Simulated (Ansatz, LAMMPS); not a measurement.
**Structural relaxation of glassy Na2Si4O9 (90 atoms)**

How does glassy Na2Si4O9 (90 atoms) relax, and what do bonds, charges and levels look like afterwards?

Calculated with Ansatz 0.2.0; Kohn-Sham DFT, PBE, PAW (set soft_2), plane waves.

**Experiments to compare with.** Na-O nearest neighbour distance in sodium silicate glasses from Zotov and Keppler (1998), who studied sodium tetrasilicate glass by neutron diffraction (as quoted in “Computer modeling of natural silicate melts: what can we learn from ab   initio simulations”, 2009, arxiv:0907.2530): nearest Na–O distance 2.425 Å. Si-Na distance estimated from earlier sodium K-edge XAFS experiments (refs. 26, 27), quoted for comparison with the simulated glass (as quoted in “Structural and electronic properties of the sodium tetrasilicate glass   Na2Si4O9 from classical and ab initio molecular-dynamics   simulations”, 2001, arxiv:cond-mat/0109263): nearest Si–Na distance 3.8 Å; nearest Na–Na distance 3.2 Å.

This is a report of a sequence of runs, with most program output left out.

**1. Set-up**

The cell holds 90 atoms: 12 Na, 54 O and 24 Si. Its edges and angles: a = 10.817 Å, b = 10.817 Å, c = 10.817 Å, α = 90.0°, β = 90.0°, γ = 90.0°. 90 atoms (12 Na, 54 O, 24 Si) placed at random at 2.38 g/cm³, melted at 4500 K for 20 ps at fixed volume with the Morse and Coulomb pair potential with partial charges (Pedone, Malavasi, Menziani, Cormack and Segre, J. Phys. Chem. B 110, 11780 (2006)). Quenched from 4500 K to 300 K at 10 K/ps and fixed volume, held 5 ps.

Limits known from the start: The quench rate of 10 K/ps is many orders above laboratory rates, so the cell is likely richer in defects and strain than a real sample. The network of bonds at the start is that of the classical potential that made the cell. Only the Γ point is sampled, in a cell whose shortest periodic width is 11 Å.

**2. Making the structure**

A classical potential supplies the starting structure, since it reaches far longer times than DFT.

This step: classical MD, Morse and Coulomb pair potential with partial charges (Pedone, Malavasi, Menziani, Cormack and Segre, J. Phys. Chem. B 110, 11780 (2006)) (LAMMPS 22 Jul 2025 - Update 4).

in.lmp reads:

```
# melt-quench of Na12O54Si24
units metal
atom_style charge
boundary p p p
region box block 0 10.8166 0 10.8166 0 10.8166
create_box 3 box
mass 1 22.9898   # Na
mass 2 15.9990   # O
mass 3 28.0850   # Si
create_atoms 1 random 12 508296 NULL overlap 1.5 maxtry 2000
create_atoms 2 random 54 508303 NULL overlap 1.5 maxtry 2000
create_atoms 3 random 24 508310 NULL overlap 1.5 maxtry 2000
pair_style hybrid/overlay pedone 5.5 coul/long 8.0
pair_coeff * * coul/long
pair_coeff 1 2 pedone 0.023363 1.763867 3.006315 5   # Na-O
pair_coeff 2 2 pedone 0.042395 1.379316 3.618701 22   # O-O
pair_coeff 2 3 pedone 0.340554 2.006700 2.100000 1   # Si-O
set type 1 charge 0.6
set type 2 charge -1.2
set type 3 charge 2.4
kspace_style pppm 1.0e-4
neigh_modify delay 0 every 1 check yes
thermo_style custom step time temp pe press density
thermo_modify norm yes
timestep 0.002
thermo 100
min_style cg
minimize 1e-4 1e-4 200 2000
reset_timestep 0
velocity all create 4500 508297 mom yes dist gaussian
fix lim all nve/limit 0.05
fix lan all langevin 4500 4500 0.2 508298 zero yes
thermo 500
run 1000 post no
# [... 7 lines left out ...]
fix md all nvt temp 4500 300 0.2
run 210000 post no
unfix md
thermo 1250
fix md all nvt temp 300 300 0.2
run 2500 post no
unfix md
write_dump all custom glass.dump id type xs ys zs modify sort id
```

Launch:

```
> lmp -in in.lmp -log none -nocite
```

Elapsed: 95 s, on 1 thread of Arm Neoverse V1, shared host; peak memory 0.072 GiB.

**3. Single point at the start**

The forces at the start show how far the geometry lies from a minimum of this functional.

input.yaml reads:

```yaml
crystal:
  lattice:
    - [10.8166, 0.0, 0.0]
    - [0.0, 10.8166, 0.0]
    - [0.0, 0.0, 10.8166]
  atoms:
    - { symbol: Na, position: [0.71428, 0.9665, 0.51639] }
    - { symbol: Na, position: [0.96009, 0.74814, 0.85747] }
    - { symbol: Na, position: [0.54762, 0.9326, 0.03201] }
    - { symbol: Na, position: [0.40444, 0.25879, 0.90163] }
    - { symbol: Na, position: [0.40147, 0.1355, 0.30214] }
    - { symbol: Na, position: [0.30534, 0.81617, 0.24738] }
    - { symbol: Na, position: [0.91092, 0.97125, 0.7048] }
    - { symbol: Na, position: [0.51454, 0.89615, 0.28558] }
[... 78 atom lines left out ...]
    - { symbol: Si, position: [0.37431, 0.96781, 0.53912] }
    - { symbol: Si, position: [0.63958, 0.22328, 0.04227] }
    - { symbol: Si, position: [0.79658, 0.28791, 0.39307] }
    - { symbol: Si, position: [0.66398, 0.68957, 0.83065] }
kpoints:
  mp_grid: { grid: [1, 1, 1] }
hamiltonian:
  xc: pbe
scf:
  occupations: { method: fixed }
output:
  forces: true
  stress: true
  populations: true
  dos:
    method: { smearing: { sigma: 0.08 } }
    de: 0.1
    projected: { site_lists: { Na: [Na], O: [O], Si: [Si] } }
  eigenvalues: true
```

Launch:

```
> ansatz run input.yaml --threads 4 --pin off --max-ram 8192MiB --backend cpu --events-out ev --progress --plain --runs-dir out
```

It took 18 s on 4 threads of Arm Neoverse V1, shared host; peak memory 1.5 GiB; 69 s of CPU time.

Read from the output:

* free energy: -63824.4791 eV
* free energy per atom: -709.1609 eV/atom
* SCF cycles: 9
* pressure: 4.903 GPa
* r.m.s. force component: 1.286 eV/Å
* longest force: 5.556 eV/Å
* Fermi energy: 4.775 eV
* gap (highest filled to lowest empty level): 1.75 eV
* spilling of the projection: 0.01091

The r.m.s. force component of 1.3 eV/Å and the pressure of 4.9 GPa set the starting point.

Length of the force by element:

| element | coordination | atoms | mean length of the force (eV/Å) | spread | least | most |
| --- | --- | --- | --- | --- | --- | --- |
| Na | all | 12 | 0.651 | 0.252 | 0.178 | 1.01 |
| O | all | 54 | 1.76 | 0.876 | 0.346 | 4.22 |
| Si | all | 24 | 2.91 | 1.07 | 1.22 | 5.56 |

**4. Relaxation**

The atoms are relaxed in the fixed cell, aiming at the force tolerance of the input.

input.yaml, the sections that differ from step 3:

```yaml
output:
  forces: true
relax:
  f_tol: 0.05
  max_steps: 200
# crystal, kpoints, hamiltonian, scf: as in step 3
```

Elapsed: 3.2 min, on 4 threads; peak memory 1.4 GiB.

The steps of the relaxation:

| step | energy less that of the first step (eV) | largest force component (eV/Å) |
| --- | --- | --- |
| 1 | 0.0000 | 4.9186 |
| 2 | -3.6579 | 3.4452 |
| 3 | -6.3803 | 0.7564 |
| 4 | -6.8573 | 0.5797 |
| 5 | -7.1833 | 0.2596 |
| 6 | -7.3245 | 0.1910 |
| 7 | -7.4373 | 0.1624 |
| 8 | -7.5226 | 0.1368 |
| 9 | -7.5974 | 0.2810 |
| 10 | -7.7147 | 0.1508 |
| 11 | -7.7431 | 0.2061 |
| 12 | -7.8389 | 0.2094 |
| 13 | -7.8992 | 0.3007 |
| 14 | -7.9433 | 0.3173 |
| 15 | -7.9983 | 0.1620 |
| 16 | -8.0358 | 0.0985 |
| 17 | -8.0665 | 0.1236 |
| 18 | -8.0943 | 0.1106 |
| 19 | -8.0972 | 0.1791 |
| 20 | -8.1270 | 0.0584 |
| 21 | -8.1324 | 0.0477 |
| 22 | -8.1349 | 0.0313 |

The atoms that moved most (Å):

| atom | dx | dy | dz | length |
| --- | --- | --- | --- | --- |
| Na8 | 0.569 | -0.848 | 0.768 | 1.278 |
| O59 | -0.759 | 0.578 | -0.574 | 1.113 |
| O43 | -0.583 | -0.831 | -0.225 | 1.040 |
| Na1 | -0.494 | 0.777 | -0.287 | 0.965 |
| O55 | -0.724 | 0.386 | -0.219 | 0.849 |
| O66 | -0.149 | -0.106 | -0.787 | 0.808 |
| Na5 | 0.203 | -0.693 | -0.282 | 0.775 |
| O44 | 0.510 | 0.207 | 0.490 | 0.737 |

The relaxation changed the energy by -90.4 meV/atom, and atoms moved by 0.45 Å r.m.s., 1.3 Å at most.

**5. Distances and neighbours after relaxation**

Bonds before and after, by the cutoffs listed below:

| pair | bonds before | bonds after | mean before (Å) | mean after (Å) | spread before (Å) | spread after (Å) |
| --- | --- | --- | --- | --- | --- | --- |
| O-Si | 96 | 96 | 1.620 | 1.640 | 0.052 | 0.035 |

Density 2.38 g/cm³, 14.06 Å³ an atom.

Pair distribution functions g(r), in bins of 0.2 Å:

| r (Å) | total | O-O | O-Si | O-Na | Si-Si | Si-Na | Na-Na |
| --- | --- | --- | --- | --- | --- | --- | --- |
| 1.50 | 0.75 | 0.00 | 2.35 | 0.00 | 0.00 | 0.00 | 0.00 |
| 1.70 | 3.71 | 0.00 | 11.62 | 0.00 | 0.00 | 0.00 | 0.00 |
| 1.90 | 0.00 | 0.00 | 0.00 | 0.00 | 0.00 | 0.00 | 0.00 |
| 2.10 | 0.11 | 0.00 | 0.00 | 0.68 | 0.00 | 0.00 | 0.00 |
| 2.30 | 0.52 | 0.00 | 0.00 | 3.26 | 0.00 | 0.00 | 0.00 |
| 2.50 | 0.74 | 1.15 | 0.00 | 2.04 | 0.00 | 0.00 | 0.00 |
| 2.70 | 2.16 | 5.47 | 0.00 | 1.06 | 0.00 | 0.23 | 0.00 |
| 2.90 | 0.50 | 0.62 | 0.05 | 0.72 | 1.03 | 0.81 | 0.79 |
| 3.10 | 0.86 | 0.54 | 0.12 | 0.65 | 4.97 | 1.66 | 2.98 |
| 3.30 | 0.96 | 0.79 | 0.75 | 0.42 | 1.66 | 2.56 | 3.85 |
| 3.50 | 0.88 | 0.65 | 1.11 | 0.51 | 0.00 | 2.57 | 1.68 |
| 3.70 | 0.93 | 0.63 | 1.25 | 1.02 | 0.00 | 1.91 | 0.52 |
| 3.90 | 1.03 | 0.63 | 1.72 | 0.97 | 0.56 | 0.82 | 0.00 |
| 4.10 | 1.24 | 0.74 | 2.00 | 1.44 | 0.31 | 0.62 | 2.10 |
| 4.30 | 1.23 | 0.86 | 1.71 | 1.34 | 1.43 | 0.57 | 0.79 |
| 4.50 | 0.87 | 0.90 | 0.66 | 1.19 | 1.03 | 0.95 | 0.00 |
| 4.70 | 0.90 | 1.23 | 0.60 | 1.12 | 0.80 | 0.32 | 0.64 |
| 4.90 | 1.10 | 1.41 | 0.89 | 0.97 | 1.39 | 0.81 | 0.28 |
| 5.10 | 1.15 | 1.55 | 0.69 | 1.14 | 1.14 | 1.29 | 0.54 |
| 5.30 | 0.93 | 1.10 | 0.63 | 0.91 | 1.43 | 0.94 | 1.23 |

Bonds by pair of elements; cutoffs follow the first minimum of g(r), held within bounds set by covalent radii, and pairs that aren't listed don't count as bonded:

| pair A-B | cutoff (Å) | bonds | mean length (Å) | spread (Å) | shortest (Å) | B about A | A about B |
| --- | --- | --- | --- | --- | --- | --- | --- |
| O-Si | 2.12 | 96 | 1.64 | 0.035 | 1.56 | 1.78 | 4 |
| O-Na | 2.83 | 52 | 2.41 | 0.182 | 2.09 | 0.963 | 4.33 |

The cutoff for O-Na falls short of the minimum of g(r), so counts run low and odd coordinations can be artefacts.

How many atoms have how many bonded neighbours:

| element | mean | 2 | 3 | 4 | 5 | 6 |
| --- | --- | --- | --- | --- | --- | --- |
| Na | 4.33 | 0 | 1 | 7 | 3 | 1 |
| O | 2.74 | 23 | 23 | 7 | 1 | 0 |
| Si | 4 | 0 | 0 | 24 | 0 | 0 |

Bond angles, per cent of each kind in bins of 5°:

| angle (°) | O-Si-O | O-Na-O | Na-O-Si | Si-O-Si | Na-O-Na |
| --- | --- | --- | --- | --- | --- |
| 55–60 | 0.0 | 1.1 | 0.0 | 0.0 | 0.0 |
| 60–65 | 0.0 | 8.9 | 0.0 | 0.0 | 0.0 |
| 65–70 | 0.0 | 4.4 | 0.0 | 0.0 | 3.3 |
| 70–75 | 0.0 | 0.0 | 0.0 | 0.0 | 3.3 |
| 75–80 | 0.0 | 2.2 | 2.8 | 0.0 | 6.7 |
| 80–85 | 0.0 | 5.6 | 2.8 | 0.0 | 13.3 |
| 85–90 | 0.0 | 7.8 | 8.3 | 0.0 | 23.3 |
| 90–95 | 0.0 | 10.0 | 6.9 | 0.0 | 10.0 |
| 95–100 | 2.1 | 6.7 | 12.5 | 0.0 | 6.7 |
| 100–105 | 17.4 | 10.0 | 4.2 | 0.0 | 6.7 |
| 105–110 | 40.3 | 6.7 | 11.1 | 0.0 | 3.3 |
| 110–115 | 25.7 | 5.6 | 16.7 | 0.0 | 3.3 |
| 115–120 | 12.5 | 6.7 | 9.7 | 2.4 | 0.0 |
| 120–125 | 2.1 | 5.6 | 2.8 | 7.1 | 6.7 |
| 125–130 | 0.0 | 5.6 | 4.2 | 2.4 | 3.3 |
| 130–135 | 0.0 | 2.2 | 8.3 | 16.7 | 6.7 |
| 135–140 | 0.0 | 0.0 | 1.4 | 28.6 | 0.0 |
| 140–145 | 0.0 | 1.1 | 4.2 | 4.8 | 0.0 |
| 145–150 | 0.0 | 0.0 | 1.4 | 11.9 | 0.0 |
| 150–155 | 0.0 | 3.3 | 0.0 | 4.8 | 0.0 |
| 155–160 | 0.0 | 1.1 | 0.0 | 4.8 | 3.3 |
| 160–165 | 0.0 | 2.2 | 2.8 | 2.4 | 0.0 |
| 165–170 | 0.0 | 1.1 | 0.0 | 9.5 | 0.0 |
| 170–175 | 0.0 | 2.2 | 0.0 | 4.8 | 0.0 |

Bond angles (no mean is given where the spread exceeds 20°):

| angle | count | mean (°) | spread (°) |
| --- | --- | --- | --- |
| O-Si-O | 144 | 109 | 4.9 |
| O-Na-O | 90 | - | - |
| Na-O-Si | 72 | 110 | 18.7 |
| Si-O-Si | 42 | 143 | 14 |
| Na-O-Na | 30 | - | - |

Oxygen atoms by the number of network formers (Si, P, Ge, B, Al, As, Ga) bound to them:

| network formers bound to O | O atoms | per cent |
| --- | --- | --- |
| 0 | 0 | 0 |
| 1 | 12 | 22.2 |
| 2 | 42 | 77.8 |

Network units: each former by its oxygen neighbours and how many of them bridge to another former:

| former | O neighbours | bridging O | atoms |
| --- | --- | --- | --- |
| Si | 4 | 2 | 1 |
| Si | 4 | 3 | 10 |
| Si | 4 | 4 | 13 |

Bond length by coordination (bonds to H left out):

| element | coordination | atoms | mean bond length (Å) |
| --- | --- | --- | --- |
| Na | 3 | 1 | 2.27 |
| Na | 4 | 7 | 2.39 |
| Na | 5 | 3 | 2.44 |
| Na | 6 | 1 | 2.54 |
| O | 2 | 23 | 1.64 |
| O | 3 | 23 | 1.97 |
| O | 4 | 7 | 2.14 |
| O | 5 | 1 | 2.29 |

Rings of the network by King's shortest-path rule, up to 12 atoms, one path for each pair of neighbours; H, halogens, alkali and alkaline-earth atoms are left out, and the last column divides by all other atoms, bonded or not:

| ring size (atoms) | rings | per network atom |
| --- | --- | --- |
| 8 | 4 | 0.051 |
| 10 | 4 | 0.051 |
| 12 | 5 | 0.064 |

First main peaks of g(r), for some of the pairs, lie near 2.7 Å (O-O), 1.6 Å (O-Si), 2.3 Å (O-Na), 3.1 Å (Si-Si), 3.4 Å (Si-Na) and 3.3 Å (Na-Na). The O-Si-O angle averages 109° with a spread of 5°. 78 % of the oxygens bridge two formers (Si) and 22 % are non-bridging. The commonest Si unit has 4 oxygens, 4 of them shared with other formers (13 of 24 atoms). Rings of 12 atoms are the most common (38 % of those counted); sizes run from 8 to 12, where the search stops.

[end of part 1 of 2]

[Logs are printed without paths, hosts, clocks, repeated set-up lines and the standing remarks that a program may print on its own settings, such as how far it seeks lower states.]

[Hosts, paths, dates, database ids (printed as entryN), source tags and the programs' standing remarks are cut or masked in the printed files.]
